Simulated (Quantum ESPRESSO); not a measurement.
## GaP (F-43m): from strain to phonon shift

How far does biaxial strain in the (001) plane shift the zone-centre optical mode of GaP (F-43m)?

Main program and level: Quantum ESPRESSO 7.5; DFT PBE, scalar-relativistic, plane waves, PseudoDojo norm-conserving pseudopotentials.

## Step 1: The relaxed structure

Symmetry: F-43m, No. 216, cubic system. Conventional cell: a = 5.508 Å, b = 5.508 Å, c = 5.508 Å, α = 90.00°, β = 90.00°, γ = 90.00°. Nearest to Ga lie 4 P at 2.39 Å. Nearest to P lie 4 Ga at 2.39 Å. Farther neighbours are not listed.

Coordinates:

```xyz
2
Lattice="-2.7541 0.0000 2.7541 0.0000 2.7541 2.7541 -2.7541 2.7541 0.0000" Properties=species:S:1:pos:R:3 pbc="T T T"
Ga    0.0000    0.0000    0.0000
P    -1.3770    1.3770    1.3770
```

This is the cell after its relaxation at this level of theory, not the database cell from which that began.

## Step 2: Uniaxial strain

The relaxed cell is stretched along z alone. This keeps all atoms on sites fixed by symmetry and splits the threefold mode into a singlet, polarised along z, and a doublet. The macroscopic field is left out, so these are transverse modes. Cutoff 88 Ry, k mesh 8×8×8.

From the response at ε_zz = 0.01:

The program printed:

```text
[banners, grids, parts of the stress and lines that vanish by symmetry left out]
Program PHONON v.7.5
     Reading xml data from directory:

[...]
Exchange-correlation= PBE
                           (   1   4   3   4   0   0   0)
[...]
kinetic-energy cut-off    =      88.0000  Ry
     charge density cut-off    =     352.0000  Ry
     convergence threshold     =      1.0E-18
[...]
Exchange-correlation= PBE
                           (   1   4   3   4   0   0   0)
[...]
q = (   0.0000000   0.0000000   0.0000000 )
      9 Sym.Ops. (with q -> -q+G )
     G cutoff =  487.8730  (  31667 G-vectors)     FFT grid: ( 45, 45, 45)
     number of k points=    59
[...]
Mode symmetry, D_2d (-42m) point group:
[...]
Representation #   1 mode #   1
[...]
End of self-consistent calculation
     Convergence has been achieved
     Representation #   2 mode #   2
[...]
End of self-consistent calculation
     Convergence has been achieved
     Representation #   3 modes #   3   4
[...]
End of self-consistent calculation
     Convergence has been achieved
     Representation #   4 modes #   5   6
[...]
End of self-consistent calculation
     Convergence has been achieved
[...]
q = (    0.000000000   0.000000000   0.000000000 )
[...]
freq (    1) =       0.072375 [THz] =       2.414180 [cm-1]
     freq (    2) =       0.072375 [THz] =       2.414180 [cm-1]
     freq (    3) =       0.079961 [THz] =       2.667224 [cm-1]
     freq (    4) =      10.212264 [THz] =     340.644463 [cm-1]
     freq (    5) =      10.212264 [THz] =     340.644463 [cm-1]
     freq (    6) =      10.215111 [THz] =     340.739427 [cm-1]
[...]
Mode symmetry, D_2d (-42m) point group:
     freq (   1-   2) =          2.4  [cm-1]   --> E    X_5  W_3   I+R
     freq (   3-   3) =          2.7  [cm-1]   --> B_2  X_3  W_2   I+R
     freq (   4-   5) =        340.6  [cm-1]   --> E    X_5  W_3   I+R
     freq (   6-   6) =        340.7  [cm-1]   --> B_2  X_3  W_2   I+R

   JOB DONE.
```

```csv
ε_zz,singlet (cm⁻¹),doublet (cm⁻¹),σ_zz (GPa),σ_xx (GPa)
-0.01,348.92,349.22,-1.270,-0.551
-0.005,346.92,347.05,-0.633,-0.272
0,344.90,344.90,-0.003,-0.003
0.005,342.83,342.76,0.619,0.254
0.01,340.74,340.64,1.234,0.500
```

Stress is counted positive in tension.

## Step 3: The fit

To first order ω² − ω₀² = p ε_zz + q (ε_xx + ε_yy) for the mode along z, and likewise for x and y. With ε_zz alone the singlet gives p and the doublet q.

The linear terms of parabolas through ω² are p = -2.37 ω₀² and q = -2.49 ω₀², with ω₀ = 344.9 cm⁻¹. Those of the stresses are C11 = 125 GPa and C12 = 53 GPa. Under hydrostatic strain p and q imply γ = −(p + 2q)/(6 ω₀²) = 1.22.

A layer held to an in-plane strain ε and free along z takes ε_zz = −2 (C12/C11) ε = -0.840 ε. To first order the singlet then shifts by (q − p C12/C11) ε / ω₀ = -515 ε cm⁻¹. For ε = 0.006, ε_zz = -0.00504, the formulas for ω² predict 341.80 cm⁻¹ for the singlet and 342.02 cm⁻¹ for the doublet.

## Step 4: A biaxially strained cell

This run was no part of the fit.

The program printed:

```text
[banners, grids, parts of the stress and lines that vanish by symmetry left out]
[banner, memory and clock lines left out]
Program PHONON v.7.5

[...]
Exchange-correlation= PBE
                           (   1   4   3   4   0   0   0)
[...]
kinetic-energy cut-off    =      88.0000  Ry
     charge density cut-off    =     352.0000  Ry
     convergence threshold     =      1.0E-18
[...]
Exchange-correlation= PBE
                           (   1   4   3   4   0   0   0)
[...]
q = (   0.0000000   0.0000000   0.0000000 )
      9 Sym.Ops. (with q -> -q+G )
     G cutoff =  483.4971  (  31551 G-vectors)     FFT grid: ( 45, 45, 45)
     number of k points=    59
[...]
Mode symmetry, D_2d (-42m) point group:
[...]
Representation #   1 mode #   1
[...]
End of self-consistent calculation
     Convergence has been achieved
     Representation #   2 mode #   2
[...]
End of self-consistent calculation
     Convergence has been achieved
     Representation #   3 modes #   3   4
[...]
End of self-consistent calculation
     Convergence has been achieved
     Representation #   4 modes #   5   6
[...]
End of self-consistent calculation
     Convergence has been achieved
[...]
q = (    0.000000000   0.000000000   0.000000000 )
[...]
freq (    1) =      -0.045379 [THz] =      -1.513691 [cm-1]
     freq (    2) =      -0.045379 [THz] =      -1.513691 [cm-1]
     freq (    3) =      -0.027708 [THz] =      -0.924238 [cm-1]
     freq (    4) =      10.247966 [THz] =     341.835340 [cm-1]
     freq (    5) =      10.252372 [THz] =     341.982331 [cm-1]
     freq (    6) =      10.252372 [THz] =     341.982331 [cm-1]
[...]
Mode symmetry, D_2d (-42m) point group:
     freq (   1-   2) =         -1.5  [cm-1]   --> E    X_5  W_3   I+R
     freq (   3-   3) =         -0.9  [cm-1]   --> B_2  X_3  W_2   I+R
     freq (   4-   4) =        341.8  [cm-1]   --> B_2  X_3  W_2   I+R
     freq (   5-   6) =        342.0  [cm-1]   --> E    X_5  W_3   I+R
```

```csv
mode,predicted (cm⁻¹),run (cm⁻¹)
singlet,341.80,341.84
doublet,342.02,341.98
```

The stress along z is -0.002 GPa and that in the plane 0.783 GPa; the unstrained cell carries -0.003 GPa.

## Step 5: Outcome

| Quantity | Value |
| --- | --- |
| p (in units of the squared frequency) | -2.371 |
| q (same units) | -2.488 |
| shift of the singlet per unit of biaxial strain | -515 cm⁻¹ |
| C11 and C12 | 125 and 53 GPa |

**Reading.** To first order, one per cent of tensile biaxial strain moves the singlet of GaP (F-43m) by -5.1 cm⁻¹ and the doublet by -4.8 cm⁻¹; the formulas miss the test run by up to 0.04 cm⁻¹. In backscattering from (001) the mode polarised along z is the one seen in diamond and zinc-blende crystals; in a polar crystal it is the LO mode, whose potentials differ somewhat from these. The third potential, r, needs shear strain and a relaxation of the atoms, which was not run. These are harmonic values at zero temperature.

[Host names and launcher messages were left out of these logs when they were recorded.]

[Logs are printed without paths, hosts, clocks, repeated set-up lines and the standing remarks that a program may print on its own settings, such as how far it seeks lower states.]

[Hosts, paths, dates, database ids (printed as entryN), source tags and the programs' standing remarks are cut or masked in the printed files.]
